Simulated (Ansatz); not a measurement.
Consider KRuO3 (cubic perovskite) (Pm-3m).

The structure was built from a prototype and need not be the compound's stable phase.

The structure is cubic, space group Pm-3m (No. 221). Conventional cell: a = 3.815 Å, b = 3.815 Å, c = 3.815 Å, α = 90.00°, β = 90.00°, γ = 90.00°. Nearest to K lie 12 O at 2.70 Å. Nearest to Ru lie 6 O at 1.91 Å. O has 2 Ru at 1.91 Å and 4 K at 2.70 Å nearest. Farther neighbours and most contacts between anions are not listed.

```xyz
5
Lattice="0.0000 -3.8149 0.0000 0.0000 0.0000 3.8149 -3.8149 0.0000 0.0000" Properties=species:S:1:pos:R:3 pbc="T T T"
K     0.0000    0.0000    0.0000
Ru   -1.9074   -1.9074    1.9074
O     0.0000   -1.9074    1.9074
O    -1.9074   -1.9074    0.0000
O    -1.9074    0.0000    1.9074
```

The structure was relaxed with LDA. The structure type comes from a generator and need not be one that this composition takes. The structure was generated from a model, not taken from a measurement. The runs that relaxed it are not among those shown. The program's search for lower electronic states was switched off, so nothing shows that the state found is the lowest. PAW set soft_2, made with PBE.

A constrained-RPA run (Ansatz 0.2.0; non-magnetic LDA; Ru d + anion p, bands v11 to c3, 4×4×4 mesh, medium accuracy) builds 14 functions on bands 15 eV wide, with 21.0 electrons in the window. The bare on-site interaction is 17.4 eV and the bare J 0.67 eV.

Estimate U, U′ and J.

On the Ru d shell, U = 9.03 eV (52 % of the bare value), U′ = 7.96 eV, J = 0.53 eV.

The parent state is non-magnetic and the interaction static (zero frequency); U depends on the window and the orbitals, so it belongs to this model alone. A window that holds the anion p bands defines a model with explicit ligands; its U belongs to that model and is not the U of DFT+U.

[Paths, hosts, dates, memory and timing lines, banners, echoed tables and standing remarks are left out of the program output.]

[Logs are printed without paths, hosts, clocks, repeated set-up lines and the standing remarks that a program may print on its own settings, such as how far it seeks lower states.]

[Runs of the session that timed out or met a known fault of the program may be left out.]

[Hosts, paths, dates, database ids (printed as entryN), source tags and the programs' standing remarks are cut or masked in the printed files.]
